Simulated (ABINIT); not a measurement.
## Beyond one shot: CaO (Fm-3m)

Wanted: G0W0 and self-consistent gaps of CaO (Fm-3m), with the cost of the cycles.

Program: ABINIT 10.8.3. Level of theory: PBE and many-body steps on it, plane waves. Results are calculated unless marked as measured.

### Step 1. The starting structure

It takes space group Fm-3m (No. 225, cubic). The conventional cell has a = 4.807 Å, b = 4.807 Å, c = 4.807 Å, α = 90.00°, β = 90.00°, γ = 90.00°. Ca has 6 O at 2.40 Å nearest. O has 6 Ca at 2.40 Å nearest. Farther neighbours and most contacts between anions are not listed.

The cell and positions are those that the Materials Project relaxed with its own functionals (PBE, PBE+U or r2SCAN), kept fixed.

### Step 2. Empty states on the mesh, 4×4×4 mesh, 45 bands

This step: ABINIT 10.8.3; DFT, PBE, plane waves, norm-conserving pseudopotentials.

The sums over transitions need many empty states on a uniform mesh; this step solves for them.

run.abi

```
acell 3*1.0 Angstrom
rprim 
  -0.000000000000 2.403555696000 2.403555696000
  2.403555696000 -0.000000000000 2.403555696000
  2.403555696000 2.403555696000 -0.000000000000
ntypat 2
znucl 20 8
natom 2
typat 1 2
xred 
  0.000000000000 0.000000000000 0.000000000000
  0.500000000000 0.500000000000 0.500000000000
pp_dirpath "pseudos"
pseudos "Ca.upf, O.upf"
ecut 36
ngkpt 4 4 4
nshiftk 1
shiftk 0 0 0
kptopt 1
chksymbreak 0
iscf -2
irdden 1
istwfk *1
nband 45
nbdbuf 4
tolwfr 1e-09
nstep 60
prtvol 0
indata_prefix "in"
outdata_prefix "out"
tmpdata_prefix "tmp"
```

Command:

```sh
> OMP_NUM_THREADS=1 mpirun -n 4 abinit run.abi > log
```

Numbers of over 12 decimals in the logs are rounded to 6 here.

What it wrote:

```text
.Version 10.8.3 of ABINIT. v10.8.2 released Aug 2026.

 Symmetries : space group Fm -3 m (#225); Bravais cF (face-center cubic)
[... echo of the input left out ...]
== DATASET  1 ==================================================================
-   mpi_nproc: 4, omp_nthreads: 1 (-1 if OMP is not activated)

--- !DatasetInfo
iteration_state: {dtset: 1, }
dimensions: {natom: 2, nkpt: 8, mband: 45, nsppol: 1, nspinor: 1, nspden: 1, mpw: 1964, }
cutoff_energies: {ecut:  36.0, pawecutdg:  -1.0, }
[...]
1.21584    1.21584    1.53721    1.70455    1.70455    1.70455    1.85025    1.85025
   1.95063    1.95063    1.95063    1.99996    2.30554    2.30554    2.30554    2.33112
   2.41726    2.41726    2.41747    2.42411    2.42411
 prteigrs : prtvol=0 or 1, do not print more k-points.

== END DATASET(S) ==============================================================
================================================================================

 -outvars: echo values of variables after computation  --------
            nband          45
             nkpt           8
          spgroup         225
 [... the other variables as echoed above ...]

 Calculation completed.
```

The job ended after 5.9 s (4 MPI ranks of Arm Neoverse V1, shared host; peak memory 0.26 GiB).

This step gave:

- gap: 3.662 eV
- k of the valence top: 0, 0, 0
- k of the conduction bottom: 0.5, 0.5, 0
- least direct gap: 4.035 eV
- k points computed: 8
- lowest point of the top converged band, above the valence top: 54.2486 eV

On this mesh the gap is 3.662 eV.

The density comes from a self-consistent run that is not shown.

### Step 3. Screening, 4×4×4 mesh, 41 bands, screening to 130.6 eV

The RPA dielectric matrix is built and inverted for each q.

This step: RPA screening on PBE, plane waves, norm-conserving pseudopotentials.

Edit run.abi of step 2 so:

```diff
@@ -20,10 +20,11 @@
 chksymbreak 0
-iscf -2
-irdden 1
 istwfk *1
-nband 45
-nbdbuf 4
-tolwfr 1e-09
-nstep 60
-prtvol 0
+occopt 1
+irdwfk 1
+optdriver 3
+nband 41
+ecuteps 4.8
+inclvkb 2
+awtr 1
+symchi 1
 indata_prefix "in"
```

What it wrote:

```text
.Version 10.8.3 of ABINIT. v10.8.2 released Aug 2026.

 Symmetries : space group Fm -3 m (#225); Bravais cF (face-center cubic)
[... echo of the input left out ...]
== DATASET  1 ==================================================================
-   mpi_nproc: 4, omp_nthreads: 1 (-1 if OMP is not activated)

--- !DatasetInfo
iteration_state: {dtset: 1, }
dimensions: {natom: 2, nkpt: 8, mband: 41, nsppol: 1, nspinor: 1, nspden: 1, mpw: 1964, }
cutoff_energies: {ecut:  36.0, pawecutdg:  -1.0, }
electrons: {nelect:   1.60000000E+01, charge:   0.00000000E+00, occopt:   1.00000000E+00, tsmear:   1.00000000E-02, }

 SCREENING: Calculation of the susceptibility and dielectric matrices

 Based on a program developped by R.W. Godby, V. Olevano, G. Onida, and L. Reining.
 Incorporated in ABINIT by V. Olevano, G.-M. Rignanese, and M. Torrent.
.Using double precision arithmetic ; gwpc =  8

[... cell and pseudopotentials left out ...]
--------------------------------------------------------------------------------

 ==== K-mesh for the wavefunctions ====
 Number of points in the irreducible wedge :     8
[... list of points left out ...]
 Together with 48 symmetry operations and time-reversal symmetry
 yields    64 points in the full Brillouin Zone.

 ==== Q-mesh for the screening function ====
 Number of points in the irreducible wedge :     8
[... list of points left out ...]
 Together with 48 symmetry operations and time-reversal symmetry
 yields    64 points in the full Brillouin Zone.

 setmesh: FFT mesh size selected  =    24x   24x   24
          total number of points  =        13824

 vcoul_init : cutoff-mode = AUXILIARY_FUNCTION
 q-points for optical limit:   1
     1)      0.000010    0.000020    0.000030

- screening: taking advantage of time-reversal symmetry
- Maximum band index for partially occupied states nbvw = 8
- Remaining bands to be divided among processors   nbcw = 33
- Number of bands treated by each node ~8

 Number of electrons calculated from density =   16.0000; Expected =   16.0000
 average of density, n =  0.085375
 r_s =    1.4088
 omega_plasma =   28.1852 [eV]

 calculating chi0 at frequencies [eV] :
  1    0.000000E+00    0.000000E+00
  2    0.000000E+00    2.818519E+01

--------------------------------------------------------------------------------
  q-point number  1        q = ( 0.000000, 0.000000, 0.000000) [r.l.u.]
--------------------------------------------------------------------------------
[... chi0 elements left out ...]
 For q-point:  0.000010 0.000020 0.000030
  dielectric constant =   3.6650
  dielectric constant without local fields =   4.0157

  Average fulfillment of the sum rule on Im[epsilon] for q-point    1 :     47.75  [%]
[... wings left out ...]
  q-point number  2        q = ( 0.250000, 0.000000, 0.000000) [r.l.u.]
--------------------------------------------------------------------------------
[... chi0 elements left out ...]
  Average fulfillment of the sum rule on Im[epsilon] for q-point    2 :     66.02  [%]

 [... 6 further q-points ...]
```

It took 5.9 s on 4 MPI ranks; peak memory 0.42 GiB; 23 s of CPU time.

This step gave:

| Property | Result |
| --- | --- |
| ε∞ with local fields, on this mesh, along the program's q direction | 3.665 |
| the same without local fields | 4.016 |
| plasma frequency | 28.19 eV |
| plane waves in the screening matrix | 113 |

Local fields lower ε∞ by 9 %. On a Γ-centred mesh this coarse the value itself is usually too large, while a short band sum pulls it down.

### Step 4. G0W0

The self-energy is evaluated for the states that the input lists, and the levels follow from it, in one-shot runs by the linearised quasiparticle equation.

This step: G0W0 on PBE, plane waves, norm-conserving pseudopotentials.

Edit run.abi of step 3 so:

```diff
@@ -23,8 +23,17 @@
 irdwfk 1
-optdriver 3
+optdriver 4
 nband 41
+gwcalctyp 0
+ecutsigx 36
+symsigma 1
+nkptgw 2
+kptgw 
+  0.0000000000 0.0000000000 0.0000000000
+  0.5000000000 0.5000000000 0.0000000000
+bdgw 
+  6 12
+  7 10
 ecuteps 4.8
-inclvkb 2
-awtr 1
-symchi 1
+irdscr 1
+ppmodel 1
 indata_prefix "in"
```

What it wrote:

```text
.Version 10.8.3 of ABINIT. v10.8.2 released Aug 2026.

 Symmetries : space group Fm -3 m (#225); Bravais cF (face-center cubic)
[... echo of the input left out ...]
== DATASET  1 ==================================================================
-   mpi_nproc: 4, omp_nthreads: 1 (-1 if OMP is not activated)

--- !DatasetInfo
iteration_state: {dtset: 1, }
dimensions: {natom: 2, nkpt: 8, mband: 41, nsppol: 1, nspinor: 1, nspden: 1, mpw: 1964, }
cutoff_energies: {ecut:  36.0, pawecutdg:  -1.0, }
electrons: {nelect:   1.60000000E+01, charge:   0.00000000E+00, occopt:   1.00000000E+00, tsmear:   1.00000000E-02, }

 SIGMA: Calculation of the GW corrections

 Based on a program developped by R.W. Godby, V. Olevano, G. Onida, and L. Reining.
 Incorporated in ABINIT by V. Olevano, G.-M. Rignanese, and M. Torrent.
.Using double precision arithmetic ; gwpc =  8

[... cell and pseudopotentials left out ...]
--------------------------------------------------------------------------------

 ==== K-mesh for the wavefunctions ====
 Number of points in the irreducible wedge :     8
[... list of points left out ...]
 Together with 48 symmetry operations and time-reversal symmetry
 yields    64 points in the full Brillouin Zone.

 ==== Q-mesh for screening function ====
 Number of points in the irreducible wedge :     8
[... list of points left out ...]
 Together with 48 symmetry operations and time-reversal symmetry
 yields    64 points in the full Brillouin Zone.

 vcoul_init : cutoff-mode = AUXILIARY_FUNCTION
 q-points for optical limit:   1
     1)      0.000010    0.000020    0.000030
 setmesh: FFT mesh size selected  =    36x   36x   36
          total number of points  =        46656

 Number of electrons calculated from density =   16.0000; Expected =   16.0000
 average of density, n =  0.085375
 r_s =    1.4088
 omega_plasma =   28.1852 [eV]

 === KS Band Gaps ===
  >>>> For spin  1
   Minimum direct gap =   4.0354 [eV], located at k-point      :   0.5000  0.5000  0.0000
   Fundamental gap    =   3.6617 [eV], Top of valence bands at :   0.0000  0.0000  0.0000
                                       Bottom of conduction at :   0.5000  0.5000  0.0000
 SIGMA fundamental parameters:
 PLASMON POLE MODEL  1
 number of plane-waves for SigmaX                 1917
 number of plane-waves for SigmaC and W            113
 number of plane-waves for wavefunctions          1917
 number of bands                                    41
 number of independent spin polarizations            1
 number of spinorial components                      1
 number of k-points in IBZ                           8
 number of q-points in IBZ                           8
 number of symmetry operations                      48
 number of k-points in BZ                           64
 number of q-points in BZ                           64
 number of frequencies for dSigma/dE                 9
 frequency step for dSigma/dE [eV]                0.25
 number of omega for Sigma on real axis              0
 max omega for Sigma on real axis  [eV]           0.00
 zcut for avoiding poles [eV]                     0.10

 EPSILON^-1 parameters (SCR file):
 dimension of the eps^-1 matrix on file            113
 dimension of the eps^-1 matrix used               113
 number of plane-waves for wavefunctions          1917
 number of bands                                    41
 number of q-points in IBZ                           8
 number of frequencies                               2
 number of real frequencies                          1
 number of imag frequencies                          1

 matrix elements of self-energy operator (all in [eV])

 Perturbative Calculation

--- !SelfEnergy_ee
iteration_state: {dtset: 1, }
kpoint     : [   0.000,    0.000,    0.000, ]
spin       : 1
KS_gap     :    4.745
QP_gap     :    6.047
Delta_QP_KS:    1.303
data: !SigmaeeData |
     Band     E0 <VxcDFT>   SigX SigC(E0)      Z dSigC/dE  Sig(E)    E-E0       E
        6   5.095 -19.399 -24.614   4.568   0.789  -0.268 -19.909  -0.511   4.584
        7   5.095 -19.399 -24.614   4.568   0.789  -0.268 -19.909  -0.511   4.584
        8   5.095 -19.399 -24.614   4.568   0.789  -0.268 -19.909  -0.511   4.584
        9   9.840 -10.909  -6.359  -3.615   0.847  -0.181 -10.117   0.792  10.632
       10  11.332 -13.905  -6.986  -4.160   0.844  -0.184 -11.575   2.330  13.662
       11  11.332 -13.905  -6.986  -4.160   0.844  -0.184 -11.575   2.330  13.662
       12  11.332 -13.905  -6.986  -4.160   0.844  -0.184 -11.575   2.330  13.662

--- !SelfEnergy_ee
iteration_state: {dtset: 1, }
kpoint     : [   0.500,    0.500,    0.000, ]
spin       : 1
KS_gap     :    4.035
QP_gap     :    6.221
Delta_QP_KS:    2.186
data: !SigmaeeData |
     Band     E0 <VxcDFT>   SigX SigC(E0)      Z dSigC/dE  Sig(E)    E-E0       E
        7   4.721 -18.930 -24.281   4.543   0.790  -0.266 -19.568  -0.639   4.083
        8   4.721 -18.930 -24.281   4.543   0.790  -0.266 -19.568  -0.639   4.083
        9   8.757 -11.435  -5.853  -3.766   0.852  -0.174  -9.888   1.547  10.304
       10  13.145 -16.134  -8.827  -4.151   0.834  -0.199 -13.502   2.632  15.777

== END DATASET(S) ==============================================================
================================================================================

 -outvars: echo values of variables after computation  --------
           etotal      0.0000000000E+00
            nband          41
             nkpt           8
          spgroup         225
 [... the other variables as echoed above ...]

 Calculation completed.
```

The job ended after 3.4 s (4 MPI ranks; peak memory 0.42 GiB; 13 s of CPU time).

This step gave:

```
G0W0 gap on the points computed              : 5.720 eV
starting gap on the mesh                     : 3.662 eV
k of the valence top                         : 0, 0, 0
k of the conduction bottom                   : 0.5, 0.5, 0
Z at the valence top                         : 0.789
Z at the conduction bottom                   : 0.852
least direct G0W0 gap on the computed points : 6.048 eV
```

The gap on the mesh goes from 3.66 eV to 5.72 eV, a correction of +2.06 eV.

### Step 5. evGW0, cycle 1

This step: evGW0 on PBE, plane waves, norm-conserving pseudopotentials.

Edit run.abi of step 4 so:

```diff
@@ -25,12 +25,24 @@
 nband 41
-gwcalctyp 0
+gwcalctyp 10
 ecutsigx 36
 symsigma 1
-nkptgw 2
+nkptgw 8
 kptgw 
   0.0000000000 0.0000000000 0.0000000000
+  0.2500000000 0.0000000000 0.0000000000
+  0.5000000000 0.0000000000 0.0000000000
+  0.2500000000 0.2500000000 0.0000000000
+  0.5000000000 0.2500000000 0.0000000000
+  -0.2500000000 0.2500000000 0.0000000000
   0.5000000000 0.5000000000 0.0000000000
+  -0.2500000000 0.5000000000 0.2500000000
 bdgw 
-  6 12
-  7 10
+  1 14
+  1 14
+  1 14
+  1 14
+  1 14
+  1 14
+  1 14
+  1 14
 ecuteps 4.8
```

What it wrote:

```text
.Version 10.8.3 of ABINIT. v10.8.2 released Aug 2026.

 Symmetries : space group Fm -3 m (#225); Bravais cF (face-center cubic)
[... echo of the input left out ...]
== DATASET  1 ==================================================================
-   mpi_nproc: 4, omp_nthreads: 1 (-1 if OMP is not activated)

--- !DatasetInfo
iteration_state: {dtset: 1, }
dimensions: {natom: 2, nkpt: 8, mband: 41, nsppol: 1, nspinor: 1, nspden: 1, mpw: 1964, }
cutoff_energies: {ecut:  36.0, pawecutdg:  -1.0, }
electrons: {nelect:   1.60000000E+01, charge:   0.00000000E+00, occopt:   1.00000000E+00, tsmear:   1.00000000E-02, }

 SIGMA: Calculation of the GW corrections

 Based on a program developped by R.W. Godby, V. Olevano, G. Onida, and L. Reining.
 Incorporated in ABINIT by V. Olevano, G.-M. Rignanese, and M. Torrent.
.Using double precision arithmetic ; gwpc =  8

[... cell and pseudopotentials left out ...]
--------------------------------------------------------------------------------

 ==== K-mesh for the wavefunctions ====
 Number of points in the irreducible wedge :     8
[... list of points left out ...]
 Together with 48 symmetry operations and time-reversal symmetry
 yields    64 points in the full Brillouin Zone.

 ==== Q-mesh for screening function ====
 Number of points in the irreducible wedge :     8
[... list of points left out ...]
 Together with 48 symmetry operations and time-reversal symmetry
 yields    64 points in the full Brillouin Zone.

 vcoul_init : cutoff-mode = AUXILIARY_FUNCTION
 q-points for optical limit:   1
     1)      0.000010    0.000020    0.000030
 setmesh: FFT mesh size selected  =    36x   36x   36
          total number of points  =        46656

 Number of electrons calculated from density =   16.0000; Expected =   16.0000
[...]
QP_gap     :    6.221
Delta_QP_KS:    2.186
data: !SigmaeeData |
     Band     E_DFT   <VxcDFT>   E(N-1)  <Hhartree>   SigX  SigC[E(N-1)]    Z     dSigC/dE  Sig[E(N)]  DeltaE  E(N)_pert E(N)_diago
[...]
--- !SelfEnergy_ee
iteration_state: {dtset: 1, }
kpoint     : [  -0.250,    0.500,    0.250, ]
spin       : 1
KS_gap     :    7.373
QP_gap     :   10.313
Delta_QP_KS:    2.940
data: !SigmaeeData |
     Band     E_DFT   <VxcDFT>   E(N-1)  <Hhartree>   SigX  SigC[E(N-1)]    Z     dSigC/dE  Sig[E(N)]  DeltaE  E(N)_pert E(N)_diago
[...]
13    15.061   -18.345    15.061    33.405    -9.875    -4.395     0.827    -0.210   -14.977     3.368    18.428    19.135
       14    19.007   -12.278    19.007    31.285    -5.942    -4.603     0.834    -0.199   -10.832     1.446    20.453    20.741

 New Fermi energy :        2.760061E-01 Ha ,    7.510507E+00 eV
 New Exchange energy :    -8.108798E+00 Ha ,   -2.206516E+02 eV

 === QP Band Gaps ===
  >>>> For spin  1
   Minimum direct gap =   6.3273 [eV], located at k-point      :   0.0000  0.0000  0.0000
   Fundamental gap    =   6.1255 [eV], Top of valence bands at :   0.0000  0.0000  0.0000
                                       Bottom of conduction at :   0.5000  0.5000  0.0000

 writing QP data on file : out_QPS

 Convergence of QP corrections
 >>>>> For spin  1 <<<<<
.  kptgw no:  1; Maximum DeltaE = (   2.797  -0.002) for band index: 13
.  kptgw no:  2; Maximum DeltaE = (   3.040  -0.001) for band index: 14
.  kptgw no:  3; Maximum DeltaE = (   3.497   0.003) for band index: 14
[...]
.  kptgw no:  7; Maximum DeltaE = (   3.384   0.003) for band index: 13
.  kptgw no:  8; Maximum DeltaE = (   3.405   0.016) for band index: 12

== END DATASET(S) ==============================================================
================================================================================

 -outvars: echo values of variables after computation  --------
           etotal      0.0000000000E+00
            nband          41
             nkpt           8
          spgroup         225
 [... the other variables as echoed above ...]

 Calculation completed.
```

It took 23 s on 4 MPI ranks; peak memory 0.78 GiB.

Numbers from this step:

```
quasiparticle gap on the mesh                         : 6.125 eV
gap of the density functional on the mesh             : 3.662 eV
k of the valence top                                  : 0, 0, 0
k of the conduction bottom                            : 0.5, 0.5, 0
Z at the valence top                                  : 0.789
Z at the conduction bottom                            : 0.852
least direct quasiparticle gap on the computed points : 6.327 eV
```

Against G0W0 in ABINIT (4×4×4 mesh, 41 bands, screening to 130.6 eV, Godby-Needs plasmon pole), the gap moves by +0.405 eV. This first cycle still uses the starting levels; it takes the full correction, at all points of the mesh, and its linearised value is 5.720 eV.

### Step 6. evGW0, cycle 2

The corrected levels of the last cycle go back in.

Edit run.abi of step 5 so:

```diff
@@ -50,2 +50,3 @@
 ppmodel 1
+irdqps 1
 indata_prefix "in"
```

What it wrote:

```text
.Version 10.8.3 of ABINIT. v10.8.2 released Aug 2026.

 Symmetries : space group Fm -3 m (#225); Bravais cF (face-center cubic)
[... echo of the input left out ...]
== DATASET  1 ==================================================================
-   mpi_nproc: 4, omp_nthreads: 1 (-1 if OMP is not activated)

--- !DatasetInfo
iteration_state: {dtset: 1, }
dimensions: {natom: 2, nkpt: 8, mband: 41, nsppol: 1, nspinor: 1, nspden: 1, mpw: 1964, }
cutoff_energies: {ecut:  36.0, pawecutdg:  -1.0, }
[...]
.  kptgw no:  3; Maximum DeltaE = (  -1.502   0.840) for band index:  1
[...]
.  kptgw no:  7; Maximum DeltaE = (  -0.665   0.532) for band index:  1
.  kptgw no:  8; Maximum DeltaE = (  -0.592   0.655) for band index:  1

== END DATASET(S) ==============================================================
================================================================================

 -outvars: echo values of variables after computation  --------
           etotal      0.0000000000E+00
            nband          41
             nkpt           8
          spgroup         225
 [... the other variables as echoed above ...]

 Calculation completed.
```

Elapsed: 23 s, on 4 MPI ranks; peak memory 0.78 GiB.

Numbers from this step:

```yaml
quasiparticle_gap_on_the_mesh: 6.078 eV
gap_of_the_density_functional_on_the_mesh: 3.662 eV
k_of_the_valence_top: 0, 0, 0
k_of_the_conduction_bottom: 0.5, 0.5, 0
least_direct_quasiparticle_gap_on_the_computed_points: 6.318 eV
```

Against the cycle before, the gap moves by −0.047 eV.

(Continued in part 2 of 3.)

[Paths, hosts, dates, memory and timing lines, banners, echoed tables and standing remarks are left out of the program output.]

[Logs are printed without paths, hosts, clocks, repeated set-up lines and the standing remarks that a program may print on its own settings, such as how far it seeks lower states.]

[Runs of the session that timed out or met a known fault of the program may be left out.]

[Hosts, paths, dates, database ids (printed as entryN), source tags and the programs' standing remarks are cut or masked in the printed files.]

[G0W0 gaps are taken among the corrected bands and points alone; a level outside them can change the order at an edge.]

[Where Ansatz stands beside ABINIT at settings called matched, ABINIT's density can come from a denser mesh and the files from another edition; pairs whose starting gaps differed by over 0.03 eV were left out, so agreement reads better than it is.]
